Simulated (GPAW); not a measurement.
# Near-edge structure at the Te K edge of YTe (P-6m2), part 2 of 3

What does one-electron theory with a core hole give for the Te K edge of YTe (P-6m2)?

GPAW 26.7.0; X-ray absorption from dipole matrix elements to empty bands, plane-wave PAW LDA.

So far. Step 2 (The field without a hole): The mesh shows no gap, so the system is treated as a metal and the core electron is put at the Fermi level (neutral cell). Step 3 (Spectrum without a core hole, Te atom 1): Main maxima below 28 eV (height): 7.8 eV (1.21) and 25.0 eV (1.11). A K edge sees empty p states on the absorber.

### Step 5. Spectrum with XCH, Te atom 1

The holes are 5.8 Å apart. In GPAW the data set carries the hole's charge, so charge=0 means a charged cell and charge=-1 a neutral one. The excited electron is kept in the cell, where it fills the lowest empty states and screens the hole. After the field has converged, empty bands are computed with the density fixed and the dipole matrix elements are summed.

File xas.py:

```python
import numpy as np
from ase import Atoms
from ase.parallel import parprint, paropen
from gpaw import GPAW, PW, FermiDirac, Mixer, MixerDif, setup_paths
from gpaw.test import gen
setup_paths.insert(0, '.')
gen('Te', name='fch1s', xcname='LDA', corehole=(1, 0, 1), write_xml=True)
from gpaw.mpi import world
world.barrier()

atoms = Atoms('Te3Y3',
    cell=[[4.10909385, 0, 4.06166601],
     [-2.05454693, 3.55857966, 4.06166601],
     [-2.05454693, -3.55857966, 4.06166601]],
    scaled_positions=[[0.16666667, 0.5, 0.83333333],
     [0.5, 0.83333333, 0.16666667],
     [0.83333333, 0.16666667, 0.5],
     [0, 0, 0],
     [0.33333333, 0.33333333, 0.33333333],
     [0.66666667, 0.66666667, 0.66666667]],
    pbc=True)
atoms.calc = calc = GPAW(legacy_gpaw=True, mode=PW(430, force_complex_dtype=True), xc='LDA', setups={0: 'fch1s'},
    kpts={'size': (4, 4, 4), 'gamma': True}, occupations=FermiDirac(0.1),
    charge=-1, mixer=Mixer(0.1, 5, 50), maxiter=150,
    convergence={'density': 0.0001, 'eigenstates': 1e-6}, txt='scf.txt')
energy = atoms.get_potential_energy() + calc.get_reference_energy()
ef = calc.get_fermi_level()
out = dict(energy=energy, fermi=ef, forces=atoms.get_forces().tolist())
parprint(f'all-electron energy {energy:.4f} eV, Fermi level {ef:.4f} eV')
ev = np.array([[calc.get_eigenvalues(k, s) for k in range(len(calc.get_ibz_k_points()))] for s in range(calc.get_number_of_spins())])
out['homo'], out['lumo'], out['counts'] = ev[ev < ef].max(), ev[ev > ef].min(), sorted(set((ev < ef).sum((0, 2)).tolist()))
out['filled'] = (ev[:, 0] < ef).sum(1).tolist()

from ase.units import Ha
from gpaw.xas import dipole_matrix_elements
nb = int(calc.get_number_of_electrons() / 2) + 124
top, nb = nb, nb + 8 + nb // 12
nscf = calc.fixed_density(kpts={'size': (4, 4, 4), 'gamma': True}, nbands=nb,
    convergence={'bands': top, 'eigenstates': 1e-5}, maxiter=60, txt='nscf.txt')
cell = atoms.cell.array
ops = [cell.T @ U.T @ np.linalg.inv(cell.T) for U in nscf.wfs.kd.symmetry.op_scc]
E = np.arange(-6, 34, 0.1)
fwhm = np.interp(E, [4, 25], [9.89, 9.89])
Y, X, zero, highest = 0, 0, 1e9, 1e9
for spin in range(nscf.get_number_of_spins()):
    wfs = nscf.wfs
    A = dipole_matrix_elements(wfs.setups[0])
    eps = np.zeros((wfs.kd.nibzkpts, nb))
    d = np.zeros((3, A.shape[1], wfs.kd.nibzkpts, nb), complex)
    for kpt in wfs.kpt_u:
        if kpt.s == spin and 0 in kpt.P_ani:
            eps[kpt.k] = kpt.eps_n * Ha
            d[:, :, kpt.k] = (kpt.weight * wfs.nspins / 2) ** 0.5 * np.inner(A, kpt.P_ani[0])
    world.sum(eps)
    world.sum(d)
    T = np.einsum('amkn,bmkn->abkn', d, d.conj()).real
    T = sum(np.einsum('ai,ijkn,bj->abkn', R, T, R) for R in ops) / len(ops)
    empty = eps > ef
    zero, highest = min(zero, eps[empty].min()), min(highest, eps[:, top - 1].min())
    lines = [(eps, T, empty)] if spin == 0 else lines + [(eps, T, empty)]
for eps, T, empty in lines:
    f = np.einsum('aakn->akn', T).reshape(3, -1)
    x = eps.ravel() - zero
    w = np.interp(x, E, fwhm) / 2.35482
    g = np.exp(-0.5 * ((E[:, None] - x) / w) ** 2) / (w * (2 * np.pi) ** 0.5)
    Y = Y + (f * empty.ravel()) @ g.T
    X = X + (f * ~empty.ravel()) @ g.T
out.update(E=E.round(2).tolist(), xas=Y.tolist(), xes=X.tolist(), zero=zero, valid=highest - zero, nk=len(eps), nb=nb)
for i in range(0, len(E), 10):
    parprint(f'{E[i]:7.2f}', *(f'{v:10.3e}' for v in Y[:, i]))
import json
with paropen('out.json', 'w') as f:
    json.dump(out, f)
```

The run is started by

```sh
OMP_NUM_THREADS=1 mpirun -n 2 gpaw python xas.py
```

Numbers of over 12 decimals in the logs are rounded to 6 here.

The program printed:

```text
Input parameters:
  charge: -1
  convergence: {density: 0.0001,
                eigenstates: 1e-06}
  kpts: {gamma: True,
         size: (4, 4, 4)}
  maxiter: 150
  mixer: {backend: pulay,
          beta: 0.1,
          method: separate,
          nmaxold: 5,
          weight: 50}
  mode: {ecut: 430.0,
         force_complex_dtype: True,
         name: pw}
  occupations: {fixmagmom: False,
                name: fermi-dirac,
                width: 0.1}
  setups: {0: fch1s}

Initialize ...

[... PAW data sets ...]

Reference energy: -797990.977981  # eV

Spin-paired calculation

[... convergence settings ...]
Symmetries present (total): 1
  [... symmetry matrices ...]

64 k-points: 4 x 4 x 4 Monkhorst-Pack grid + [1/8,1/8,1/8]
36 k-points in the irreducible part of the Brillouin zone
       k-points in crystal coordinates                weights
   0:     0.00000000    0.00000000    0.00000000          1/64
   1:     0.00000000    0.00000000    0.25000000          2/64
   2:     0.00000000    0.00000000    0.50000000          1/64
   3:     0.00000000    0.25000000   -0.25000000          2/64
   4:     0.00000000    0.25000000    0.00000000          2/64
   5:     0.00000000    0.25000000    0.25000000          2/64
   6:     0.00000000    0.25000000    0.50000000          2/64
   7:     0.00000000    0.50000000    0.00000000          1/64
   8:     0.00000000    0.50000000    0.25000000          2/64
   9:     0.00000000    0.50000000    0.50000000          1/64
          ...
  35:     0.50000000    0.50000000    0.50000000          1/64

Wave functions: Plane wave expansion
  Cutoff energy: 430.000 eV
  Number of coefficients (min, max): 3572, 3626
  Pulay-stress correction: 0.000000 eV/Ang^3 (de/decut=0.000000)
  Using FFTW library
  Wavefunction extrapolation:
    Improved wavefunction reuse through dual PAW basis

Occupation numbers: Fermi-Dirac:
  width: 0.1000  # eV

Eigensolver
   Davidson(niter=2)

Densities:
  Coarse grid: 28*28*28 grid
  Fine grid: 56*56*56 grid
  Total Charge: 0.000000

Density mixing:
  Method: separate
  Backend: pulay
  Linear mixing parameter: 0.1
  old densities: 5
  Width of damping distribution: 1.1
  Damping of long wavelength oscillations: 50

[... Hamiltonian set-up ...]
Number of atoms: 6
Number of atomic orbitals: 51
Number of bands in calculation: 36
Number of valence electrons: 52
Bands to converge: occupied

... initialized

Initializing position-dependent things.

Density initialized from atomic densities
Creating initial wave functions:
  36 bands from LCAO basis set

             Y
               Te

       Te        Te
             Y

             Y

Atomic positions and initial magnetic moments

Positions:
   0 Te    -2.054547   -1.186193    6.092499    ( 0.0000,  0.0000,  0.0000)
   1 Te    -0.000000    2.372386    6.092499    ( 0.0000,  0.0000,  0.0000)
   2 Te     2.054547   -1.186193    6.092499    ( 0.0000,  0.0000,  0.0000)
   3 Y      0.000000    0.000000    0.000000    ( 0.0000,  0.0000,  0.0000)
   4 Y     -0.000000    0.000000    4.061666    ( 0.0000,  0.0000,  0.0000)
   5 Y     -0.000000    0.000000    8.123332    ( 0.0000,  0.0000,  0.0000)

Unit cell:
           periodic     x           y           z      points  spacing
  1. axis:    yes    4.109094    0.000000    4.061666    28     0.1964
  2. axis:    yes   -2.054547    3.558580    4.061666    28     0.1964
  3. axis:    yes   -2.054547   -3.558580    4.061666    28     0.1964

  Lengths:   5.777697   5.777697   5.777697
  Angles:   76.037108  76.037108  76.037108

Effective grid spacing dv^(1/3) = 0.2010

iter:   1   -45.393185
iter:   2   -45.025412   -1.45  -1.25
iter:   3   -44.389466   -1.24  -1.30
iter:   4   -44.374476   -2.70  -1.59
iter:   5   -44.368638c  -1.97  -1.64
iter:   6   -44.396411   -2.08  -2.19
iter:   7   -44.343684   -2.40  -2.03
iter:   8   -44.342708   -3.69  -2.67
iter:   9   -44.342876c  -4.13  -2.85
iter:  10   -44.342374c  -4.20  -2.96
iter:  11   -44.342331c  -5.87  -3.42
iter:  12   -44.342329c  -6.47c -3.48
iter:  13   -44.342360c  -5.53  -3.51
iter:  14   -44.342320c  -5.77  -3.67
iter:  15   -44.342321c  -7.12c -3.97
iter:  16   -44.342328c  -6.63c -4.03c

Converged after 16 iterations.

Dipole moment: (-0.368907, -0.212988, -0.000000) |e|*Ang

Energy contributions relative to reference atoms: (reference = -797990.977981)

Kinetic:        +34.233943
Potential:      -34.999599
External:        +0.000000
XC:             -43.135783
Entropy (-ST):   -0.205295
Local:           -0.338241
SIC:             +0.000000
--------------------------
Free energy:    -44.444975
Extrapolated:   -44.342328

Showing only first 2 kpts
 Kpt  Band  Eigenvalues  Occupancy
  0    24      6.38752    1.99999
  0    25      7.87150    0.12740
  0    26      7.87150    0.12740
  0    27      8.59490    0.00010

  1    24      6.93756    1.99742
  1    25      7.54046    1.30164
  1    26      7.73964    0.40551
[...]
Fermi level: 7.60272

No gap
No difference between direct/indirect transitions

Forces in eV/Ang:
  0 Te    0.00000    0.00000   -0.00000
  1 Te    0.00000   -0.00001   -0.04119
  2 Te   -0.00000    0.00000    0.04119
  3 Y    -0.20627   -0.11909   -0.00000
  4 Y     0.20627   -0.11909    0.00000
  5 Y     0.00000    0.23819   -0.00000
Scalar-relativistic atomic LDA calculation for Te (Tellurium, Z=52)
Core hole in 1s state (1s occupation: 1.0)
750 radial gridpoints.
|------------------------------------------------|
|------------------------------------------------|
[... the atom generator's iteration count ...]

Energy contributions:
-------------------------
Kinetic:    +5831.321357
XC:          -153.513662
Potential: -11291.352197
-------------------------
Total:      -5613.544503

state      eigenvalue         ekin         rmax
-----------------------------------------------
1s^1.0 : -1185.210848  1493.397688        0.018
2s^2.0 :  -184.998891   318.100813        0.100
2p^6.0 :  -168.074627   302.795167        0.080
3s^2.0 :   -37.640471    92.789286        0.288
3p^6.0 :   -31.872313    86.742867        0.280
3d^10.0:   -22.685311    79.709545        0.231
4s^2.0 :    -6.878637    26.496093        0.685
4p^6.0 :    -5.026799    23.022209        0.715
4d^10.0:    -2.212504    16.857816        0.777
5s^2.0 :    -0.963070     4.683437        1.695
5p^4.0 :    -0.571806     3.187339        1.973
-----------------------------------------------
(units: Bohr and Hartree)

Generating PAW setup
Kinetic energy of the core from tauc = 5969.273166888248
Cutoffs:
rc(s)=2.230
rc(p)=2.260
rc(d)=2.340
rc(vbar)=2.160
rc(comp)=2.160
rc(nct)=2.340

Kinetic energy of the core states: 5809.205126
Charge: 1.0
Core electrons: 45.0
Valence electrons: 6.0
Pseudo-core charge: 1.309408
Shape function alpha=2.143
Pseudo-electron charge 8.249732
state    eigenvalue         norm
--------------------------------
5s(2) :    -0.963070     1.337789
*s    :     0.036930
5p(4) :    -0.571806     1.066187
*p    :     0.428194
*d    :     0.000000
--------------------------------

Diagonalizing with gridspacing h=0.050

state   all-electron     PAW
-------------------------------
5s:      -0.963070    -0.968339
5p:      -0.571806    -0.574561
*d:                   -0.150635
*f:                   -0.022715
-------------------------------
all-electron energy -798035.3203 eV, Fermi level 7.6027 eV
[...]
31.00  1.140e-08  1.139e-08  1.123e-08
  32.00  1.094e-08  1.094e-08  1.076e-08
  33.00  1.050e-08  1.049e-08  1.032e-08
```

Elapsed: 4 min, on 2 MPI ranks of Arm Neoverse V2, shared host; peak memory 0.53 GiB; 8.1 min of CPU time.

The Te K spectrum, Te atom 1, excited-electron core hole (neutral cell) (energy from the lowest empty level; intensity scaled to a mean of 1 over the first 20 eV; polarised curves are means over the symmetry-equivalent atoms):

```
E (eV)  isotropic  ε ⊥ c  ε ∥ c
  -2.0       0.32   0.33   0.32
  -1.4       0.39   0.39   0.39
  -0.8       0.46   0.46   0.46
  -0.2       0.54   0.53   0.54
   0.4       0.62   0.61   0.63
   1.0       0.70   0.69   0.71
   1.6       0.78   0.77   0.80
   2.2       0.85   0.84   0.89
   2.8       0.93   0.91   0.97
   3.4       0.99   0.97   1.04
   4.0       1.05   1.02   1.10
   4.6       1.10   1.07   1.15
   5.2       1.13   1.10   1.19
   5.8       1.16   1.13   1.22
   6.4       1.17   1.14   1.23
   7.0       1.18   1.15   1.24
   7.6       1.17   1.15   1.23
   8.2       1.16   1.14   1.21
   8.8       1.14   1.12   1.18
   9.4       1.12   1.10   1.15
  10.0       1.09   1.08   1.11
  10.6       1.06   1.05   1.07
  11.2       1.03   1.03   1.04
  11.8       1.00   1.00   1.00
  12.4       0.98   0.98   0.97
  13.0       0.96   0.97   0.95
  13.6       0.94   0.95   0.93
  14.2       0.93   0.94   0.92
  14.8       0.93   0.94   0.92
  15.4       0.93   0.94   0.92
  16.0       0.94   0.94   0.92
  16.6       0.95   0.95   0.94
  17.2       0.96   0.96   0.96
  17.8       0.98   0.98   0.98
  18.4       1.00   1.00   1.00
  19.0       1.02   1.02   1.02
  19.6       1.04   1.04   1.05
  20.2       1.06   1.06   1.07
  20.8       1.09   1.08   1.09
  21.4       1.10   1.10   1.11
  22.0       1.12   1.11   1.13
  22.6       1.13   1.12   1.14
  23.2       1.14   1.13   1.15
  23.8       1.14   1.13   1.15
  24.4       1.14   1.13   1.15
  25.0       1.13   1.13   1.14
  25.6       1.12   1.12   1.13
  26.2       1.11   1.10   1.11
  26.8       1.09   1.08   1.09
  27.4       1.07   1.06   1.07
  28.0       1.04   1.04   1.04
  28.6       1.02   1.02   1.02
  29.2       0.99   1.00   0.99
  29.8       0.97   0.97   0.96
  30.4       0.94   0.95   0.94
  31.0       0.92   0.93   0.91
  31.6       0.90   0.90   0.89
```

Main maxima below 27 eV (height): 7.0 eV (1.18) and 23.8 eV (1.14). 

### Step 6. Spectrum with FCH, Te atom 1

The holes are 5.8 Å apart. In GPAW the data set carries the hole's charge, so charge=0 means a charged cell and charge=-1 a neutral one. The excited electron is left out and a uniform background balances the charge. After the field has converged, empty bands are computed with the density fixed and the dipole matrix elements are summed.

Changed against the first core-hole run: core hole to FCH.

xas.py: that of step 5 with these lines changed.

```diff
@@ -23,3 +23,3 @@
     kpts={'size': (4, 4, 4), 'gamma': True}, occupations=FermiDirac(0.1),
-    charge=-1, mixer=Mixer(0.1, 5, 50), maxiter=150,
+    charge=0, mixer=Mixer(0.1, 5, 50), maxiter=150,
     convergence={'density': 0.0001, 'eigenstates': 1e-6}, txt='scf.txt')
```

The program printed:

```text
Input parameters:
  convergence: {density: 0.0001,
                eigenstates: 1e-06}
  kpts: {gamma: True,
         size: (4, 4, 4)}
  maxiter: 150
  mixer: {backend: pulay,
          beta: 0.1,
          method: separate,
          nmaxold: 5,
          weight: 50}
  mode: {ecut: 430.0,
         force_complex_dtype: True,
         name: pw}
  occupations: {fixmagmom: False,
                name: fermi-dirac,
[...]
*p    :     0.428194
*d    :     0.000000
--------------------------------

Diagonalizing with gridspacing h=0.050

state   all-electron     PAW
-------------------------------
5s:      -0.963070    -0.968339
5p:      -0.571806    -0.574561
*d:                   -0.150635
*f:                   -0.022715
-------------------------------
all-electron energy -798042.8497 eV, Fermi level 7.5024 eV
[...]
32.00  1.104e-08  1.103e-08  1.083e-08
  33.00  1.060e-08  1.058e-08  1.040e-08
[key lines of the parts left out:]
Converged after 17 iterations.
Dipole moment: (-0.369991, -0.213614, -0.000000) |e|*Ang
Free energy:    -51.994240
Fermi level: 7.50236
```

Elapsed: 4.1 min, on 2 MPI ranks; peak memory 0.52 GiB; 8.2 min of CPU time.

```
E (eV)  first run  this run
  -2.0       0.32      0.32
  -1.0       0.44      0.43
   0.0       0.56      0.56
   1.0       0.70      0.69
   2.0       0.83      0.82
   3.0       0.95      0.94
   4.0       1.05      1.04
   5.0       1.12      1.12
   6.0       1.17      1.16
   7.0       1.18      1.18
   8.0       1.17      1.17
   9.0       1.13      1.14
  10.0       1.09      1.10
  11.0       1.04      1.05
  12.0       1.00      1.00
  13.0       0.96      0.97
  14.0       0.94      0.94
  15.0       0.93      0.93
  16.0       0.94      0.94
  17.0       0.96      0.95
  18.0       0.99      0.98
  19.0       1.02      1.02
  20.0       1.06      1.05
  21.0       1.09      1.09
  22.0       1.12      1.12
  23.0       1.14      1.13
  24.0       1.14      1.14
  25.0       1.13      1.14
  26.0       1.11      1.12
  27.0       1.08      1.09
  28.0       1.04      1.05
  29.0       1.00      1.01
  30.0       0.96      0.97
  31.0       0.92      0.93
  32.0       0.88      0.89
```

The scaled spectrum changes by 1 % r.m.s. The highest intensity below 24 eV goes from 7.0 eV (1.18) to 7.2 eV (1.18).

The photon energy of the zero moves by -0.01 eV.

### Step 7. Cell without a hole, the energy reference

The cell and mesh change for the next run, so it gets a reference energy of its own.

File scf.py:

```python
import numpy as np
from ase import Atoms
from ase.parallel import parprint, paropen
from gpaw import GPAW, PW, FermiDirac, Mixer, MixerDif, setup_paths
from gpaw.test import gen
setup_paths.insert(0, '.')
gen('Te', name='nch1s', xcname='LDA', corehole=(1, 0, 0), write_xml=True)
from gpaw.mpi import world
world.barrier()

atoms = Atoms('TeY',
    cell=[[0, 0, 4.06166601],
     [4.10909385, 0, 0],
     [-2.05454693, 3.55857966, 0]],
    scaled_positions=[[0.5, 0.33333333, 0.66666667],
     [0, 0, 0]],
    pbc=True)
atoms.calc = calc = GPAW(legacy_gpaw=True, mode=PW(430, force_complex_dtype=True), xc='LDA', setups={0: 'nch1s'},
    kpts={'size': (6, 6, 6), 'gamma': True}, occupations=FermiDirac(0.1),
    charge=0, mixer=Mixer(0.1, 5, 50), maxiter=150,
    convergence={'density': 0.0001, 'eigenstates': 1e-6}, txt='scf.txt')
energy = atoms.get_potential_energy() + calc.get_reference_energy()
ef = calc.get_fermi_level()
out = dict(energy=energy, fermi=ef, forces=atoms.get_forces().tolist())
parprint(f'all-electron energy {energy:.4f} eV, Fermi level {ef:.4f} eV')
ev = np.array([[calc.get_eigenvalues(k, s) for k in range(len(calc.get_ibz_k_points()))] for s in range(calc.get_number_of_spins())])
out['homo'], out['lumo'], out['counts'] = ev[ev < ef].max(), ev[ev > ef].min(), sorted(set((ev < ef).sum((0, 2)).tolist()))
out['filled'] = (ev[:, 0] < ef).sum(1).tolist()
import json
with paropen('out.json', 'w') as f:
    json.dump(out, f)
```

The run is started by

```sh
OMP_NUM_THREADS=1 mpirun -n 2 gpaw python scf.py
```

The program printed:

```text
Input parameters:
  convergence: {density: 0.0001,
                eigenstates: 1e-06}
  kpts: {gamma: True,
         size: (6, 6, 6)}
  maxiter: 150
  mixer: {backend: pulay,
          beta: 0.1,
          method: separate,
          nmaxold: 5,
          weight: 50}
  mode: {ecut: 430.0,
         force_complex_dtype: True,
         name: pw}
  occupations: {fixmagmom: False,
                name: fermi-dirac,
[...]
5s(2) :    -0.563619     1.261507
*s    :     0.436381
5p(4) :    -0.224650     1.044190
*p    :     0.775350
*d    :     0.000000
--------------------------------

Diagonalizing with gridspacing h=0.050

state   all-electron     PAW
-------------------------------
5s:      -0.563619    -0.566817
5p:      -0.224650    -0.225887
*d:                    0.033165
*f:                    0.071329
-------------------------------
all-electron energy -276637.2071 eV, Fermi level 7.4003 eV
[key lines of the parts left out:]
Converged after 11 iterations.
Dipole moment: (-2.087206, 1.205049, 0.000000) |e|*Ang
Free energy:    -11.866099
Fermi level: 7.40029
```

The job ended after 8.1 s (2 MPI ranks; peak memory 0.18 GiB).

[end of part 2 of 3]

[Banner, clock and machine lines of the logs are left out without a mark of their own.]

[Logs are printed without paths, hosts, clocks, repeated set-up lines and the standing remarks that a program may print on its own settings, such as how far it seeks lower states.]

[Hosts, paths, dates, database ids (printed as entryN), source tags and the programs' standing remarks are cut or masked in the printed files.]

[Lists of maxima count a maximum above −3 eV only where it reaches 4 % of the highest in the window and stands out from its surroundings by 2 % of it (1.5 % where it reaches 55 %); shoulders and weaker maxima are passed over, and of the rest the first, up to two pre-edge ones and the few strongest are named.]
